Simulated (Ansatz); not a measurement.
# Cd3Cu: relaxing a made-up structure

This structure for Cd3Cu is made up. Its elements were placed in a known structure type with a cell scaled to their sizes. What cell does the guess relax to, and how far off was it?

Main program and level: Ansatz 0.2.0; DFT, PBE, plane-wave PAW, default files, scalar-relativistic, ferromagnetic start, cell and ions relaxed at zero pressure.

### 1. Starting point

Symmetry: Fm-3m, No. 225, cubic system. The conventional cell has a = 6.715 Å, b = 6.715 Å, c = 6.715 Å, α = 90.00°, β = 90.00°, γ = 90.00°. Nearest to Cd lie 8 Cd at 2.91 Å. Nearest to Cd lie 4 Cu at 2.91 Å and 4 Cd at 2.91 Å. Cu has 8 Cd at 2.91 Å nearest. Farther neighbours are not listed.

### 2. Relaxing cell and atoms

The guess takes its coordinates from another compound and its volume from a rule, so the cell and any free coordinates are relaxed together.

Input file input.yaml:

```yaml
crystal:
  lattice:
    - [0.0, 3.3575, 3.3575]
    - [3.3575, 0.0, 3.3575]
    - [3.3575, 3.3575, 0.0]
  atoms:
    - { symbol: Cd, position: [0.5, 0.5, 0.5] }
    - { symbol: Cd, position: [0.75, 0.75, 0.75] }
    - { symbol: Cd, position: [0.25, 0.25, 0.25] }
    - { symbol: Cu, position: [0.0, 0.0, 0.0], spin: 0.6 }
magnetization:
  spin_polarized: true
kpoints:
  mp_grid: { grid: [7, 7, 7] }
scf:
  occupations: { method: fermi_dirac, width: 0.05 }
hamiltonian:
  xc: pbe
  pseudopotentials: { kind: paw }
relax:
  f_tol: 0.015
  max_steps: 70
  cell: {}
output:
  forces: true
  stress: true
```

Launch:

```
$ ansatz run input.yaml --threads 4 --pin off --max-ram 8192MiB --backend cpu --events-out ev --progress --plain --runs-dir out
```

Numbers of over 12 decimals in the logs are rounded to 6 here.

Log:

```text
Engine: ansatz 0.2.0, aarch64-unknown-linux-gnu
Pseudopotentials: kind: paw
Pseudopotential: Cd, paw, valence charge 20, recommended cutoff 420 eV (normal), Cd.paw.azcp
Pseudopotential: Cu, paw, valence charge 19, recommended cutoff 420 eV (normal), Cu.paw.azcp
Functional definition: PBE
  parameter kappa = 0.804
  parameter beta = 0.066725
  exchange = pbe_x(kappa = kappa, mu = beta*pi^2/3)
  correlation = pbe_c(beta = beta)
Crystal: 4 atoms, lattice volume = 75.697 Å³
Basis set: ecut = 420 eV, 1459 PW (Γ), exchange–correlation on 64×64×64 points (8 copies of the dense FFT grid, shifted against one another)
Bands: 48, of which v1, the nominal top of the filled ones, is band 40 counted from 1 (39 counted from 0)
Symmetry: 48 space group operations
Space group: Fm-3m (ITA 225), of the structure as read, at distance tolerance 4.2e-5 Å
Magnetic group: BNS 225.116 (UNI 1618), of the structure as read, at distance tolerance 4.2e-5 Å
k-points: 20 of 343
Non-local potential: Cd, projectors of the file, l = 0: 3, l = 1: 2, l = 2: 2, l = 3: 1
Non-local potential: Cu, projectors of the file, l = 0: 3, l = 1: 2, l = 2: 3, l = 3: 1
PAW form: soft (Blöchl's): semilocal exchange-correlation on the pseudo side does not see the compensation charge
PAW one-centre angular grid: Cd, 590 points (default); XC on 64 Gauss nodes
PAW one-centre angular grid: Cu, 590 points (default); XC on 64 Gauss nodes
Initial density: superposition of atomic densities (chi_scale 0.1, normalization cell)
Starting moments: Σ|m| = 0.6 μB on 1 of 4 sites
Initial wavefunctions: pseudopotential atomic-orbital guess
Functional: x = pbe(κ = 0.804, μ = 0.219515), c = pbe(β = 0.066725)
SCF iter   1: F=—  HF=-31388.740975 eV  |F-HF|=—  |Δ(HF+E_count)|=         —  Δρ=6.98e-2 (↑6.98e-2 ↓2.39e-2)  dr2=4.57e0  dr2_m=4.69e-1  M=0.074 μB ∫|m|=0.161 μB  β_m=0.30  ethr=3.10e-3  ⟨swp⟩=6.2  Hψ=6414  notcnv=0  defer=4
preconditioner: auto → Kerker (q_TF=auto, 2.748 Å⁻¹)  [metal: Δε(μ)=0.023 eV  Ē_g=11.876 eV  σ=0.050 eV  W_gap=0.11  n_scr=26 (ndim 8)  ℏωp=29.3 eV  f_vac=0.000  D(μ)=1.11/eV (n_scr^D=8)]
spin=Collinear: Kerker preconditioning applied to the charge; magnetization (m = ρ↑ − ρ↓) channel mixes plain (no charge-response kernel on spin).
SCF iter   2: F=—  HF=-31388.291636 eV  |F-HF|=—  |Δ(HF+E_count)|=   4.49e-1  Δρ=3.00e-2 (↑2.18e-2 ↓3.00e-2)  dr2=6.42e-1  dr2_m=3.52e-1  M=0.037 μB ∫|m|=0.073 μB  β_m=0.30  ethr=3.10e-3  ⟨swp⟩=2.1  Hψ=3264  notcnv=0  defer=88
SCF iter   3: F=—  HF=-31388.159837 eV  |F-HF|=—  |Δ(HF+E_count)|=   1.32e-1  Δρ=2.54e-2 (↑2.54e-2 ↓1.29e-2)  dr2=4.69e-1  dr2_m=1.83e-1  M=0.029 μB ∫|m|=0.067 μB  β_m=0.30  ethr=8.13e-4  ⟨swp⟩=2.0  Hψ=2864  notcnv=0  defer=88
SCF iter   4: F=—  HF=-31388.042400 eV  |F-HF|=—  |Δ(HF+E_count)|=   1.17e-1  Δρ=1.39e-2 (↑1.26e-2 ↓1.39e-2)  dr2=3.83e-2  dr2_m=1.05e-1  M=0.024 μB ∫|m|=0.047 μB  β_m=0.30  ethr=5.93e-4  ⟨swp⟩=2.0  Hψ=3057  notcnv=0  defer=88
SCF iter   5: F=—  HF=-31388.067130 eV  |F-HF|=—  |Δ(HF+E_count)|=   2.47e-2  Δρ=1.50e-2 (↑3.90e-3 ↓1.50e-2)  dr2=6.82e-2  dr2_m=6.06e-2  M=0.016 μB ∫|m|=0.035 μB  β_m=0.30  ethr=4.85e-5  ⟨swp⟩=2.0  Hψ=3775  notcnv=0  defer=88
SCF iter   6: F=—  HF=-31388.065114 eV  |F-HF|=—  |Δ(HF+E_count)|=   2.02e-3  Δρ=9.59e-3 (↑4.34e-3 ↓9.59e-3)  dr2=1.81e-2  dr2_m=3.33e-2  M=0.012 μB ∫|m|=0.028 μB  β_m=0.30  ethr=4.85e-5  ⟨swp⟩=2.0  Hψ=2425  notcnv=0  defer=88
SCF iter   7: F=—  HF=-31388.063245 eV  |F-HF|=—  |Δ(HF+E_count)|=   1.87e-3  Δρ=5.49e-3 (↑4.83e-3 ↓5.49e-3)  dr2=1.10e-3  dr2_m=1.84e-2  M=0.008 μB ∫|m|=0.023 μB  β_m=0.30  ethr=2.29e-5  ⟨swp⟩=1.9  Hψ=1950  notcnv=0  defer=88
SCF iter   8: F=—  HF=-31388.063693 eV  |F-HF|=—  |Δ(HF+E_count)|=   4.47e-4  Δρ=5.00e-3 (↑5.00e-3 ↓2.72e-3)  dr2=2.14e-3  dr2_m=1.03e-2  M=0.006 μB ∫|m|=0.018 μB  β_m=0.30  ethr=1.40e-6  ⟨swp⟩=2.0  Hψ=2335  notcnv=0  defer=88
Mixer restart at iter 8: flushing history
spin-set hold released at iteration 8 (site moments contracting): the magnetisation degrees of freedom join the quasi-Newton model from the next iteration; the mixer history was flushed
SCF iter   9: F=—  HF=-31388.064615 eV  |F-HF|=—  |Δ(HF+E_count)|=   9.22e-4  Δρ=3.54e-3 (↑3.54e-3 ↓2.26e-3)  dr2=6.90e-4  dr2_m=5.82e-3  M=0.004 μB ∫|m|=0.014 μB  β_m=0.65  ethr=1.40e-6  ⟨swp⟩=2.0  Hψ=2208  notcnv=0  defer=88
SCF iter  10: F=—  HF=-31388.066511 eV  |F-HF|=—  |Δ(HF+E_count)|=   1.90e-3  Δρ=1.80e-3 (↑1.80e-3 ↓1.40e-3)  dr2=4.96e-3  dr2_m=2.74e-5  M=-0.000 μB ∫|m|=0.003 μB  β_m=0.46  ethr=8.73e-7  ⟨swp⟩=2.0  Hψ=3455  notcnv=0  defer=88
SCF iter  11: F=—  HF=-31388.065427 eV  |F-HF|=—  |Δ(HF+E_count)|=   1.08e-3  Δρ=1.08e-4 (↑8.59e-5 ↓1.08e-4)  dr2=8.79e-6  dr2_m=1.20e-6  M=-0.001 μB ∫|m|=0.002 μB  β_m=0.67  ethr=8.73e-7  ⟨swp⟩=2.0  Hψ=3496  notcnv=0  defer=88
SCF iter  12: F=—  HF=-31388.065483 eV  |F-HF|=—  |Δ(HF+E_count)|=   5.58e-5  Δρ=1.38e-4 (↑9.33e-5 ↓1.38e-4)  dr2=1.71e-5  dr2_m=5.28e-7  M=-0.000 μB ∫|m|=0.001 μB  β_m=0.84  ethr=1.11e-8  ⟨swp⟩=2.0  Hψ=3469  notcnv=0  defer=88
SCF iter  13: F=—  HF=-31388.065500 eV  |F-HF|=—  |Δ(HF+E_count)|=   1.71e-5  Δρ=1.45e-4 (↑1.07e-4 ↓1.45e-4)  dr2=3.26e-5  dr2_m=2.59e-7  M=-0.000 μB ∫|m|=0.000 μB  β_m=0.92  ethr=1.11e-8  ⟨swp⟩=2.0  Hψ=3402  notcnv=0  defer=88
SCF iter  14: F=—  HF=-31388.065495 eV  |F-HF|=—  |Δ(HF+E_count)|=   5.13e-6  Δρ=7.30e-6 (↑7.28e-6 ↓7.30e-6)  dr2=8.40e-8  dr2_m=6.63e-9  M=-0.000 μB ∫|m|=0.000 μB  β_m=0.83  ethr=1.11e-8  ⟨swp⟩=2.0  Hψ=3244  notcnv=0  defer=88
SCF iter  15: F=—  HF=-31388.065495 eV  |F-HF|=—  |Δ(HF+E_count)|=   9.84e-9  Δρ=2.56e-6 (↑2.56e-6 ↓8.66e-7)  dr2=5.35e-9  dr2_m=1.76e-9  M=-0.000 μB ∫|m|=0.000 μB  β_m=0.91  ethr=1.06e-10  ⟨swp⟩=3.2  Hψ=5192  notcnv=0
SCF iter  16: F=-31388.065495 eV  HF=-31388.065495 eV  |F-HF|=4.87e-10  |Δ(HF+E_count)|=   4.18e-9  Δρ=4.72e-7 (↑4.34e-7 ↓4.72e-7)  dr2=7.89e-10  dr2_m=3.13e-11  M=-0.000 μB ∫|m|=0.000 μB  ethr=6.77e-12  ⟨swp⟩=3.0  Hψ=4003  notcnv=0
WARN: the starting moments were not kept: the SCF closed with an absolute magnetisation of 1.0e-5 μB, where they sum to 0.6 μB in size (1 site). That is at most 0.1 of that sum. Measured as dr2_m measures the in/out step, that magnetisation stands 1.6e-11 eV from none, at or under the dr2_threshold of 1.0e-7 eV: it is no larger than a step whose dr2_m would equal this threshold. The system may hold no moment; this SC [...]
SCF 1 converged in 16 iterations: F = -31388.065495 eV  dr2 = 7.89e-10
  greatest PAW one-centre occupation: 1.000 electrons in one spin orbital (limit 2), on the Cd atom at site 0 (counted from 0), in its partial waves of l = 0
[...]
SCF iter   2: F=—  HF=-31388.066318 eV  |F-HF|=—  |Δ(HF+E_count)|=   8.68e-6  Δρ=1.18e-4 (↑9.22e-5 ↓1.18e-4)  dr2=2.01e-5  dr2_m=2.13e-6  M=0.000 μB ∫|m|=0.000 μB  β_m=0.29  ethr=2.34e-7  ⟨swp⟩=2.0  Hψ=2170  notcnv=0
SCF iter   3: F=—  HF=-31388.066313 eV  |F-HF|=—  |Δ(HF+E_count)|=   5.15e-6  Δρ=8.66e-5 (↑8.66e-5 ↓4.78e-5)  dr2=1.18e-5  dr2_m=1.18e-6  M=0.000 μB ∫|m|=0.000 μB  β_m=0.43  ethr=2.54e-8  ⟨swp⟩=2.0  Hψ=3336  notcnv=0
SCF iter   4: F=—  HF=-31388.066310 eV  |F-HF|=—  |Δ(HF+E_count)|=   2.17e-6  Δρ=3.54e-5 (↑3.54e-5 ↓3.21e-5)  dr2=2.68e-6  dr2_m=2.56e-7  M=0.000 μB ∫|m|=0.000 μB  β_m=0.61  ethr=1.49e-8  ⟨swp⟩=2.0  Hψ=2082  notcnv=0
SCF iter   5: F=—  HF=-31388.066310 eV  |F-HF|=—  |Δ(HF+E_count)|=   2.60e-7  Δρ=1.80e-5 (↑1.37e-5 ↓1.80e-5)  dr2=4.28e-7  dr2_m=1.29e-8  M=0.000 μB ∫|m|=0.000 μB  β_m=0.64  ethr=3.39e-9  ⟨swp⟩=2.0  Hψ=2813  notcnv=0
iter 6 did not close the SCF: its close was put off for a magnetic moment that had not settled (scf_convergence_deferred on its scf_iter line)
SCF iter   6: F=-31388.066310 eV  HF=-31388.066310 eV  |F-HF|=1.72e-9  |Δ(HF+E_count)|=   4.39e-8  Δρ=1.87e-6 (↑1.87e-6 ↓1.73e-6)  dr2=7.96e-9  dr2_m=1.94e-10  M=0.000 μB ∫|m|=0.000 μB  β_m=0.82  ethr=1.65e-10  ⟨swp⟩=4.0  Hψ=5341  notcnv=0
SCF iter   7: F=-31388.066310 eV  HF=-31388.066310 eV  |F-HF|=1.24e-10  |Δ(HF+E_count)|=   2.44e-9  Δρ=5.97e-7 (↑5.43e-7 ↓5.97e-7)  dr2=6.77e-10  dr2_m=1.79e-12  M=0.000 μB ∫|m|=0.000 μB  ethr=1.01e-11  ⟨swp⟩=1.1  Hψ=5564  notcnv=0
the starting moments were not kept: the SCF closed with an absolute magnetisation of 1.3e-6 μB, where they sum to 0.6 μB in size (1 site). That is at most 0.1 of that sum. Measured as dr2_m measures the in/out step, that magnetisation stands 4.9e-13 eV from none, at or under the dr2_threshold of 1.3e-7 eV: it is no larger than a step whose dr2_m would equal this threshold.
SCF 3 converged in 7 iterations: F = -31388.066310 eV  dr2 = 6.77e-10
relax step   3: F+E_penalty+E_count = -31388.06631010 eV  Δ(F+E_penalty+E_count) = -3.432e-4 eV  max|allowed force component| = 5.204e-18 eV/Å  Δτ_max = 0.0000 Å  P = -0.007 GPa  Ω = 76.376 Å³  energy of the carried Pulay correction = -3.102e-4 eV  (7 SCF iters, dr2 threshold 1.31e-7 eV, accepted)
Initial wavefunctions: pseudopotential atomic-orbital guess (no wavefunctions were taken with the density)
iter 1 solved again at ethr=4.83e-9 eV; its pass at ethr=3.10e-3 eV (dr2=3.82e-6 eV) is discarded
SCF iter   1: F=—  HF=-31388.066524 eV  |F-HF|=—  |Δ(HF+E_count)|=         —  Δρ=9.13e-5 (↑9.13e-5 ↓9.13e-5)  dr2=6.05e-7  dr2_m=1.72e-12  M=0.000 μB ∫|m|=0.000 μB  β_m=0.30  ethr=4.83e-9  ⟨swp⟩=3.8  Hψ=12014  notcnv=0
preconditioner: auto → Resta (q_TF=auto, 2.744 Å⁻¹)  ε∞=6.6  [insulator: Δε(μ)=0.125 eV  Ē_g=12.357 eV  σ=0.050 eV  W_gap=0.54  n_scr=26 (ndim 8)  ℏωp=29.1 eV  f_vac=0.000  D(μ)=1.45/eV (n_scr^D=8)  ε∞_Penn≈6.6]
spin=Collinear: Resta preconditioning applied to the charge; magnetization (m = ρ↑ − ρ↓) channel mixes plain (no charge-response kernel on spin).
SCF iter   2: F=—  HF=-31388.066581 eV  |F-HF|=—  |Δ(HF+E_count)|=   5.64e-5  Δρ=6.44e-5 (↑6.44e-5 ↓6.44e-5)  dr2=3.36e-7  dr2_m=1.15e-12  M=0.000 μB ∫|m|=0.000 μB  β_m=0.59  ethr=7.66e-10  ⟨swp⟩=1.0  Hψ=1920  notcnv=0
SCF iter   3: F=—  HF=-31388.066634 eV  |F-HF|=—  |Δ(HF+E_count)|=   5.38e-5  Δρ=1.86e-5 (↑1.86e-5 ↓1.86e-5)  dr2=4.09e-7  dr2_m=2.00e-13  M=0.000 μB ∫|m|=0.000 μB  β_m=0.44  ethr=4.25e-10  ⟨swp⟩=2.0  Hψ=3492  notcnv=0
SCF iter   4: F=—  HF=-31388.066636 eV  |F-HF|=—  |Δ(HF+E_count)|=   1.56e-6  Δρ=2.17e-6 (↑2.17e-6 ↓2.17e-6)  dr2=2.50e-9  dr2_m=8.08e-14  M=0.000 μB ∫|m|=0.000 μB  β_m=0.54  ethr=4.25e-10  ⟨swp⟩=2.0  Hψ=3328  notcnv=0
SCF iter   5: F=—  HF=-31388.066636 eV  |F-HF|=—  |Δ(HF+E_count)|=   4.50e-7  Δρ=4.63e-7 (↑4.55e-7 ↓4.63e-7)  dr2=3.11e-10  dr2_m=2.58e-14  M=0.000 μB ∫|m|=0.000 μB  β_m=0.77  ethr=3.16e-12  ⟨swp⟩=2.0  Hψ=3393  notcnv=0
SCF iter   6: F=—  HF=-31388.066636 eV  |F-HF|=—  |Δ(HF+E_count)|=  2.18e-10  Δρ=4.02e-7 (↑3.97e-7 ↓4.02e-7)  dr2=3.33e-10  dr2_m=5.96e-15  M=0.000 μB ∫|m|=0.000 μB  β_m=0.89  ethr=1.00e-12  ⟨swp⟩=1.0  Hψ=1920  notcnv=0
SCF iter   7: F=-31388.066636 eV  HF=-31388.066636 eV  |F-HF|=3.64e-12  |Δ(HF+E_count)|=  1.46e-11  Δρ=3.23e-8 (↑3.17e-8 ↓3.23e-8)  dr2=2.08e-12  dr2_m=8.48e-17  M=0.000 μB ∫|m|=0.000 μB  ethr=1.00e-12  ⟨swp⟩=2.9  Hψ=5810  notcnv=0
the starting moments were not kept: the SCF closed with an absolute magnetisation of 9.9e-9 μB, where they sum to 0.6 μB in size (1 site). That is at most 0.1 of that sum. Measured as dr2_m measures the in/out step, that magnetisation stands 2.3e-17 eV from none, at or under the dr2_threshold of 4.0e-11 eV: it is no larger than a step whose dr2_m would equal this threshold.
SCF 4 converged in 7 iterations: F = -31388.066636 eV  dr2 = 2.08e-12
relax step   4: F+E_penalty+E_count = -31388.06663554 eV  Δ(F+E_penalty+E_count) = -3.254e-4 eV  max|allowed force component| = 7.011e-18 eV/Å  Δτ_max = 0.0000 Å  P = -0.010 GPa  Ω = 76.376 Å³  stress off target by 1.02e-2 GPa  SCF on the basis re-selected at this cell (its energy is not comparable with the rows above)  (7 SCF iters)
basis re-selected at this cell: Δ(F+E_penalty+E_count) = -3.254e-4 eV, ΔP = -0.003 GPa vs the last step (what re-selecting the basis moved, of the pressure what is left beyond the Pulay correction that the steps carried, after the strain that the cell walked since its last selection, with what the two solves' SCF thresholds leave and, on support functions, any second-order correction that the steps lacked; it is no m [...]
SCF converged after 7 iterations
Magnetization: 0.0000 μB (39.5000 up, 39.5000 down)
Absolute magnetization: 0.0000 μB (∫|ρ↑−ρ↓|, with the PAW one-centre terms)
Spin contamination: 0.0000 ħ² per cell (⟨S²⟩ above its minimum at these occupations)
Per-site moments (μB) at R_I (Å): [(-4.869095523659198e-10, 1.202992), (-9.540113387673017e-11, 1.202992), (-9.540098425979424e-11, 1.202992), (3.9821846354863586e-10, 1.202992)]
Free energy (F): -31388.066636 eV
Harris-Foulkes:  -31388.066636 eV  (|F-HF|=3.64e-12)
Internal energy: -31388.054524 eV  (E = F + TS)
E sigma→0 (E₀):  -31388.060580 eV
Entropy (-TS):   -0.012112 eV (-3.028 meV/atom)
Fermi energy:    15.270399 eV
--- Per-component energies (eV) ---
  E_band       = -1553.021077
  E_kinetic    = 1813.124222
  E_local      = -13032.022615  (includes V_loc(G=0)·N_el)
  E_nonlocal   = 493.001703
  E_hartree    = 6015.463748
  E_xc         = -619.873536
  E_vxc        = -780.708106  (∫ρ·V_xc dr)
  E_paw        = -13914.814813  (= ΣΔE_a)
  E_vpaw       = -2077.344299  (= ΣTr[D̂ρ^β])
  E_aug_tail   = 0.000382  (compensation charges beyond the density's cutoff)
  E_ewald      = -12142.933614
  E_smearing   = -0.012112  (= −TS)
  E_closure    = -0.000000  (closes the sum)
  Σ components = -31388.066636   (vs F -31388.066636, Δ=0.00e0)
--- Forces (eV/Å), atoms counted from 1 ---
  atom   1  Cd     0.00000000     0.00000000     0.00000000
  atom   2  Cd     0.00000000    -0.00000000     0.00000000
  atom   3  Cd     0.00000000     0.00000000     0.00000000
  atom   4  Cu    -0.00000000    -0.00000000    -0.00000000
  max |Σ_I F_I| component: 2.89e-18 eV/Å
--- Stress (GPa, compression-positive) ---
       -0.010207       0.000000       0.000000
        0.000000      -0.010207       0.000000
        0.000000       0.000000      -0.010207
  P = ⅓ Tr σ = -0.0102 GPa (-0.102 kbar)
--- Relaxed structure (3 steps of the walk, 3 accepted, 1 SCFs on fresh bases) ---
  F+E_penalty+E_count = -31388.06663554 eV   max|allowed force component| = 7.011e-18 eV/Å   (the final SCF, on the basis selected at the relaxed cell)
  cell:  # Å, volume = 76.3755 Å³
    - [0, 3.367503, 3.367503]
    - [3.367503, 0, 3.367503]
    - [3.367503, 3.367503, 0]
  atoms:
    - { symbol: Cd, position: [0.500000, 0.500000, 0.500000] }
    - { symbol: Cd, position: [0.750000, 0.750000, 0.750000] }
    - { symbol: Cd, position: [0.250000, 0.250000, 0.250000] }
    - { symbol: Cu, position: [0, 0, 0] }
```

The job ended after 7.3 s (4 threads of Arm Neoverse V2, shared host; peak memory 0.44 GiB).

The steps of the relaxation:

```
step  energy less that of the first step (eV)  largest force component (eV/Å)  pressure (GPa)  volume (Å³)
   1                                   0.0000                          0.0000            0.55        75.70
   2                                  -0.0005                          0.0000           -0.23        76.66
   3                                  -0.0008                          0.0000           -0.01        76.38
  4*                                  -0.0011                          0.0000           -0.01        76.38
```

Relaxation steps marked * repeat the geometry before them on a plane-wave basis chosen anew for their cell, so energy and pressure can jump there.

Forces are held to the 48 operations that the run works with; a distortion that breaks them can't arise in this run.

```
conventional cell, symmetrised  before  after  change
                         a (Å)   6.715  6.735  +0.3 %
                         b (Å)   6.715  6.735  +0.3 %
                         c (Å)   6.715  6.735  +0.3 %
              volume (Å³/atom)   18.92  19.09  +0.9 %
```

The relaxed structure:

```cif
data_structure
_symmetry_space_group_name_H-M 'P 1'
_symmetry_Int_Tables_number 1
_cell_length_a 4.7624
_cell_length_b 4.7624
_cell_length_c 4.7624
_cell_angle_alpha 60.000
_cell_angle_beta 60.000
_cell_angle_gamma 60.000
_cell_volume 76.38
loop_
_atom_site_label
_atom_site_type_symbol
_atom_site_fract_x
_atom_site_fract_y
_atom_site_fract_z
_atom_site_occupancy
Cd1 Cd 0.50000 0.50000 0.50000 1
Cd2 Cd 0.75000 0.75000 0.75000 1
Cd3 Cd 0.25000 0.25000 0.25000 1
Cu4 Cu 0.00000 0.00000 0.00000 1
```

Numbers from this step:

```
free energy             : -31388.0666 eV
energy at zero smearing : -31388.0606 eV
smearing term TS        : 0.01211 eV
Fermi energy            : 15.27 eV
electrons               : 79
symmetry operations     : 48
pressure                : -0.01021 GPa
```

Shortest distances by pair of elements, guess and relaxed (not always the same contact):

```
 pair  guess (Å)  relaxed (Å)
Cd–Cd      2.908        2.916
Cd–Cu      2.908        2.916
Cu–Cu      4.748        4.762
```

The relaxation ends with a pressure of -0.01 GPa. The starting moments have collapsed: the run ends non-magnetic.

### 3. Outcome

- space group, relaxed: Fm-3m
- conventional cell: a = 6.735, b = 6.735, c = 6.735 Å; α = 90.0°, β = 90.0°, γ = 90.0°
- volume per atom: 19.09 Å³ (guess 18.92)
- total moment: 0.00 μB in the cell of 4 atoms

What this shows: Cd3Cu relaxes to Fm-3m with a = 6.735, b = 6.735 and c = 6.735 Å. The guessed volume was near the relaxed one. The space group Fm-3m was held in the relaxation, so the end point is a stationary structure within it and may be a saddle against distortions or other arrangements. The moments died out from this one start and weren't seeded again at the relaxed cell. Mesh and cutoff weren't tested. No dispersion term is used, so weakly bound directions may come out too long. Nothing here tests whether the compound is stable against decomposition.

[Logs are printed without paths, hosts, clocks, repeated set-up lines and the standing remarks that a program may print on its own settings, such as how far it seeks lower states.]

[Hosts, paths, dates, database ids (printed as entryN), source tags and the programs' standing remarks are cut or masked in the printed files.]
